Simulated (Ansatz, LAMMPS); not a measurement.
**Convergence of a linear-scaling basis for amorphous carbon (160 atoms)**

Aim: test how closely localised support functions follow the reference on amorphous carbon (160 atoms), and at what cost. A setting counts as converged where the r.m.s. difference of forces stays under 1 % of the r.m.s. force.

Calculated with Ansatz 0.2.0; Kohn-Sham DFT, PBE, PAW (set soft_2), plane waves.

Report form: the programs' logs are mostly left out.

## Step 1: The starting structure

The cell holds 160 atoms: 160 C. Its edges and angles: a = 12.112 Å, b = 12.112 Å, c = 12.112 Å, α = 90.0°, β = 90.0°, γ = 90.0°. 160 atoms (160 C) placed at random at 1.8 g/cm³, melted at 5500 K for 10 ps at fixed volume with the LCBOP (Los and Fasolino, Phys. Rev. B 68, 024107 (2003)). Quenched from 4800 K to 300 K at 500 K/ps and fixed volume, held 5 ps, then minimised at fixed cell.

Before any run, some limits are plain. The quench rate of 500 K/ps is orders of magnitude faster than experiment, which tends to freeze in extra defects. The starting topology of bonds comes from the classical model, and needn't be the one that DFT or experiment would give. Sampling is at Γ alone, for a cell whose shortest periodic width is 12 Å.

## Step 2: Making the structure

A classical potential makes the cell, at a small fraction of what the same run would cost in DFT.

This step: classical MD, LCBOP (Los and Fasolino, Phys. Rev. B 68, 024107 (2003)) (LAMMPS 22 Jul 2025 - Update 4).

Contents of in.lmp:

```
# melt-quench of C160
units metal
atom_style atomic
boundary p p p
region box block 0 12.1119 0 12.1119 0 12.1119
create_box 1 box
mass 1 12.0110   # C
create_atoms 1 random 160 197051 NULL overlap 1.61 maxtry 2000
pair_style lcbop
pair_coeff * * C.lcbop C
neigh_modify delay 0 every 1 check yes
thermo_style custom step time temp pe press density
thermo_modify norm yes
timestep 0.0005
thermo 100
min_style cg
minimize 1e-4 1e-4 200 2000
reset_timestep 0
velocity all create 5500 197052 mom yes dist gaussian
fix lim all nve/limit 0.05
fix lan all langevin 5500 5500 0.05 197053 zero yes
thermo 500
run 1000 post no
unfix lim
unfix lan
thermo 3333
fix md all nvt temp 5500 5500 0.05
run 20000 post no
unfix md
thermo 2000
fix md all nvt temp 5500 4800 0.05
run 6000 post no
unfix md
compute msd all msd com yes
# [... 11 lines left out ...]
thermo 5000
fix md all nvt temp 300 300 0.05
run 10000 post no
unfix md
thermo 100
min_style cg
minimize 0 1e-3 2000 20000
write_dump all custom glass.dump id type xs ys zs modify sort id
```

The run is started by

```bash
> lmp -in in.lmp -log none -nocite
```

Elapsed: 2.1 min, on 1 thread of Intel Xeon at 2.80GHz (Skylake/Cascade Lake), shared host; peak memory 0.32 GiB.

## Step 3: Plane-wave single point

This run is the reference for what follows, at a cutoff of 420 eV.

Contents of input.yaml:

```yaml
crystal:
  lattice:
    - [12.1119, 0.0, 0.0]
    - [0.0, 12.1119, 0.0]
    - [0.0, 0.0, 12.1119]
  atoms:
    - { symbol: C, position: [0.61177, 0.86914, 0.6133] }
    - { symbol: C, position: [0.8496, 0.64455, 0.81167] }
    - { symbol: C, position: [0.41882, 0.32582, 0.05432] }
    - { symbol: C, position: [0.19723, 0.29479, 0.35868] }
    - { symbol: C, position: [0.96433, 0.75014, 0.18581] }
    - { symbol: C, position: [0.7618, 0.0201, 0.56576] }
    - { symbol: C, position: [0.90358, 0.14777, 0.26663] }
    - { symbol: C, position: [0.50342, 0.43006, 0.69241] }
    - { symbol: C, position: [0.81637, 0.13932, 0.8458] }
    - { symbol: C, position: [0.03909, 0.31491, 0.2279] }
    - { symbol: C, position: [0.81831, 0.76126, 0.83161] }
    - { symbol: C, position: [0.83864, 0.94698, 0.27137] }
    - { symbol: C, position: [0.99901, 0.23547, 0.80308] }
    - { symbol: C, position: [0.22866, 0.97738, 0.49243] }
    - { symbol: C, position: [0.19315, 0.51022, 0.10537] }
    - { symbol: C, position: [0.60299, 0.14128, 0.21981] }
    - { symbol: C, position: [0.25424, 0.61947, 0.79389] }
    - { symbol: C, position: [0.2117, 0.31138, 0.84767] }
    - { symbol: C, position: [0.36484, 0.08479, 0.02975] }
    - { symbol: C, position: [0.31518, 0.01983, 0.82774] }
    - { symbol: C, position: [0.15968, 0.60818, 0.60358] }
    - { symbol: C, position: [0.08189, 0.33997, 0.33887] }
    - { symbol: C, position: [0.94173, 0.58147, 0.5549] }
    - { symbol: C, position: [0.07776, 0.76624, 0.3668] }
    - { symbol: C, position: [0.83704, 0.84694, 0.05158] }
    - { symbol: C, position: [0.93853, 0.33936, 0.75694] }
    - { symbol: C, position: [0.22693, 0.31638, 0.47675] }
    - { symbol: C, position: [0.55001, 0.98331, 0.01782] }
    - { symbol: C, position: [0.80209, 0.2073, 0.65685] }
    - { symbol: C, position: [0.44065, 0.99333, 0.06996] }
    - { symbol: C, position: [0.59212, 0.40243, 0.51221] }
    - { symbol: C, position: [0.37513, 0.21787, 0.39375] }
    [... 122 atom lines left out ...]
    - { symbol: C, position: [0.577, 0.45434, 0.02118] }
    - { symbol: C, position: [0.25336, 0.86153, 0.29903] }
    - { symbol: C, position: [0.12098, 0.23319, 0.79999] }
    - { symbol: C, position: [0.71403, 0.78472, 0.8996] }
    - { symbol: C, position: [0.50823, 0.83899, 0.67401] }
    - { symbol: C, position: [0.66726, 0.57089, 0.74098] }
kpoints:
  mp_grid: { grid: [1, 1, 1] }
hamiltonian:
  xc: pbe
scf:
  occupations: { method: gaussian, width: 0.025 }
output:
  forces: true
  stress: true
  populations: true
  dos:
    method: { smearing: { sigma: 0.15 } }
    de: 0.1
    projected: { site_lists: { C: [C] } }
  eigenvalues: true
  write_density: true
  write_potential: true
  volumetric_format: npy
```

The run is started by

```bash
> ansatz run input.yaml --threads 4 --pin off --max-ram 8192MiB --backend cpu --events-out ev --progress --plain --runs-dir out
```

The job ended after 85 s (4 threads of AMD EPYC 7R43, shared host; peak memory 2.4 GiB; 5 min of CPU time).

The program notes that the exchange-correlation potential is rough where the density is thin.

Read from the output:

* free energy: -39977.0863 eV
* free energy per atom: -249.8568 eV/atom
* SCF cycles: 17
* pressure: -16.56 GPa
* r.m.s. force component: 1.385 eV/Å
* longest force: 5.877 eV/Å
* Fermi energy: 4.461 eV
* levels partly filled by over 2 per cent: 2
* spilling of the projection: 0.009309

The r.m.s. force component of 1.4 eV/Å and the pressure of -17 GPa set the scale for the differences below.

## Step 4: Support functions low

With localised support functions most steps grow linearly with size, though the diagonalisation grows faster unless the density matrix is cut; this run measures error and cost at this size.

This step: Kohn-Sham DFT, PBE, PAW (set soft_2), localised support functions (low) (Ansatz 0.2.0).

input.yaml, the sections that differ from step 3:

```yaml
scf:
  occupations: { method: gaussian, width: 0.025 }
  eigensolver: { kind: { support_functions: { accuracy: low } } }
  max_iter: 150
output:
  forces: true
  eigenvalues: true
# crystal, kpoints, hamiltonian: as in step 3
```

Wall time 4.1 min (4 threads); peak memory 3.5 GiB.

The program notes that the band table was not solved further than the SCF left it and it switched symmetry off.

Keys that differ from the reference: support_functions.accuracy = "low" and scf.max_iter = 150.

Forces differ from the reference by 1.0 meV/Å r.m.s., 0.074 % of their size, well within a tolerance of 1 %; the energy by -3.5 meV/atom. It took 4.1 min and 21 cycles; the reference's time can't be set against it, since the two runs asked for unlike analyses.

## Step 5: Support functions medium

The cell is solved in localised support functions.

This step: Kohn-Sham DFT, PBE, PAW (set soft_2), localised support functions (medium) (Ansatz 0.2.0).

input.yaml, the sections that differ from step 4:

```yaml
scf:
  occupations: { method: gaussian, width: 0.025 }
  eigensolver: { kind: { support_functions: { accuracy: medium } } }
  max_iter: 150
# crystal, kpoints, hamiltonian, output: as in step 4
```

Wall time 4.4 min (4 threads); peak memory 3.5 GiB.

Keys that differ from the reference: support_functions.accuracy = "medium" and scf.max_iter = 150.

Forces differ from the reference by 1.0 meV/Å r.m.s., 0.072 % of their size, well within a tolerance of 1 %; the energy by -3.5 meV/atom. It took 4.4 min and 25 cycles; the reference's time can't be set against it, since the two runs asked for unlike analyses.

## Step 6: Support functions medium, spacing 0.411 Å

The grid spacing sets how fine a wave the support functions can hold.

input.yaml, the sections that differ from step 5:

```yaml
scf:
  occupations: { method: gaussian, width: 0.025 }
  eigensolver: { kind: { support_functions: { accuracy: medium, spacing: 0.411 } } }
  max_iter: 150
# crystal, kpoints, hamiltonian, output: as in step 5
```

Elapsed: 2.9 min, on 4 threads; peak memory 2.4 GiB.

The program notes that the forces don't sum to zero within tolerance and the grid leaves an egg-box force.

Forces differ from the reference by 919 meV/Å r.m.s., 66 % of their size, far over a tolerance of 1 %; the energy by +166 meV/atom. It took 2.9 min and 22 cycles; the reference's time can't be set against it, since the two runs asked for unlike analyses. The setting is coarser than the default on purpose.

## Step 7: Support functions medium, spacing 0.343 Å

input.yaml, the sections that differ from step 6:

```yaml
scf:
  occupations: { method: gaussian, width: 0.025 }
  eigensolver: { kind: { support_functions: { accuracy: medium, spacing: 0.343 } } }
  max_iter: 150
# crystal, kpoints, hamiltonian, output: as in step 6
```

The job ended after 3.2 min (4 threads; peak memory 2.5 GiB).

Forces differ from the reference by 65 meV/Å r.m.s., 4.7 % of their size, over a tolerance of 1 %; the energy by -1.5 meV/atom. It took 3.2 min and 24 cycles; the reference's time can't be set against it, since the two runs asked for unlike analyses. The setting is coarser than the default on purpose.

## Step 8: Support functions medium, spacing 0.297 Å

input.yaml, the sections that differ from step 7:

```yaml
scf:
  occupations: { method: gaussian, width: 0.025 }
  eigensolver: { kind: { support_functions: { accuracy: medium, spacing: 0.297 } } }
  max_iter: 150
# crystal, kpoints, hamiltonian, output: as in step 7
```

Wall time 3.6 min (4 threads); peak memory 3.1 GiB.

Forces differ from the reference by 2.8 meV/Å r.m.s., 0.20 % of their size, well within a tolerance of 1 %; the energy by -4.0 meV/atom. It took 3.6 min and 25 cycles; the reference's time can't be set against it, since the two runs asked for unlike analyses. The setting is coarser than the default on purpose.

## Step 9: Another setting: hamiltonian.dispersion = "d3bjatm" and scf.n_extra_bands = 4

Changed here: hamiltonian.dispersion = "d3bjatm" and scf.n_extra_bands = 4.

This step: Kohn-Sham DFT, PBE+D3(BJ) with three-body term, PAW (set soft_2), plane waves (Ansatz 0.2.0).

Contents of input.yaml:

```yaml
crystal:
  lattice:
    - [12.1119, 0.0, 0.0]
    - [0.0, 12.1119, 0.0]
    - [0.0, 0.0, 12.1119]
  atoms:
    [... the 160 atom lines of step 3 ...]
kpoints:
  mp_grid: { grid: [1, 1, 1], shift: [0.0, 0.0, 0.0] }
hamiltonian:
  xc: pbe
  dispersion: d3bjatm
scf:
  occupations: { method: gaussian, width: 0.025 }
  n_extra_bands: 4
output:
  forces: true
  stress: true
  populations: intrinsic
  dos:
    method: { smearing: { sigma: 0.08 } }
    de: 0.1
    projected: { site_lists: { C: [C] } }
  eigenvalues: true
```

The job ended after 77 s (4 threads; peak memory 2.2 GiB; 4.7 min of CPU time).

Forces differ from the reference by 20 meV/Å r.m.s., 1.5 % of their size; the pressure by -1.3 GPa.

## Step 10: Cost against change

Each row is set against the plane-wave reference (Kohn-Sham DFT, PBE, PAW (set soft_2), plane waves; r.m.s. force component 1.38 eV/Å). Energies are set beside the reference only for runs with its functional, potentials and electron count. Times are for 4 threads of AMD EPYC 7R43, shared host. The reference's time includes the DOS, the stress and grids, which some other runs skip.

```
                                                         run  Δ force, r.m.s. (meV/Å)  share of r.m.s. force (%)  Δ energy (meV/atom)  Δ pressure (GPa)  cycles     time  host memory (GiB)
                                                   reference                        -                          -                    -                 -      17     85 s                2.4
                                       support functions low                     1.03                     0.0743                -3.55                 -      21  4.1 min                3.5
                                    support functions medium                     1.00                     0.0723                -3.55                 -      25  4.4 min                3.5
                   support functions medium, spacing 0.411 Å                      919                       66.4                  166                 -      22  2.9 min                2.4
                   support functions medium, spacing 0.343 Å                     64.7                       4.67                -1.49                 -      24  3.2 min                2.5
                   support functions medium, spacing 0.297 Å                     2.81                      0.203                -3.96                 -      25  3.6 min                3.1
hamiltonian.dispersion = "d3bjatm" and scf.n_extra_bands = 4                     20.2                       1.46                    -             -1.35      26     77 s                2.2
```

## Step 11: What the reference run shows

With the settings judged, the reference run is read for its physics.

Neighbours are counted within 1.98 Å (C-C).

Length of the force by element and coordination:

```
element  coordination  atoms  mean length of the force (eV/Å)  spread  least  most
      C           all    160                             2.14    1.08  0.237  5.88
      C             2     18                             1.96    1.38  0.873  5.53
      C             3    142                             2.17    1.03  0.237  5.88
```

The mean of these charges, 0.037 e, is only the charge that the projection spills.

Löwdin charges by element and coordination (they lack the spilled electrons, 0.037 e an atom on average):

```
element  coordination  atoms  mean charge (e)  spread    least   most
      C           all    160           0.0372  0.0251  -0.0479  0.139
      C             2     18           0.0342   0.043  -0.0479  0.139
      C             3    142           0.0376  0.0218  -0.0246  0.109
```

Density of states as counts of states in windows of 1 eV (from the Fermi level), total and the larger projections:

| from (eV) | to (eV) | total | C p | C s |
| --- | --- | --- | --- | --- |
| -14 | -13 | 26.6 | 12.0 | 14.3 |
| -13 | -12 | 26.2 | 14.1 | 11.8 |
| -12 | -11 | 27.5 | 16.8 | 10.4 |
| -11 | -10 | 26.2 | 17.9 | 8.1 |
| -10 | -9 | 32.0 | 24.5 | 7.1 |
| -9 | -8 | 40.0 | 34.1 | 5.4 |
| -8 | -7 | 52.7 | 48.5 | 3.6 |
| -7 | -6 | 60.3 | 57.0 | 2.8 |
| -6 | -5 | 42.3 | 40.4 | 1.6 |
| -5 | -4 | 23.2 | 22.1 | 0.9 |
| -4 | -3 | 34.4 | 32.6 | 1.6 |
| -3 | -2 | 40.7 | 38.7 | 1.8 |
| -2 | -1 | 45.4 | 43.2 | 2.0 |
| -1 | 0 | 40.2 | 37.6 | 2.2 |
| 0 | 1 | 42.4 | 39.5 | 2.3 |
| 1 | 2 | 34.9 | 32.4 | 1.9 |
| 2 | 3 | 34.2 | 31.2 | 2.1 |
| 3 | 4 | 30.4 | 26.8 | 2.4 |
| 4 | 5 | 29.5 | 23.3 | 3.5 |

Between -20 and -14 eV lie 120 more states.

The levels nearest the highest filled one (over half full), pooled over k-points and spins:

```
level less the highest filled one (eV)  occupation
                                -0.223           2
                                -0.165           2
                                -0.118           2
                               -0.0808           2
                                -0.064           2
                                     0        1.58
                                0.0283       0.423
                                0.0732       0.001
                                0.0971           0
                                 0.187           0
                                 0.221           0
                                 0.262           0
```

(Continued in part 2 of 2.)

[Logs are printed without paths, hosts, clocks, repeated set-up lines and the standing remarks that a program may print on its own settings, such as how far it seeks lower states.]

[Hosts, paths, dates, database ids (printed as entryN), source tags and the programs' standing remarks are cut or masked in the printed files.]
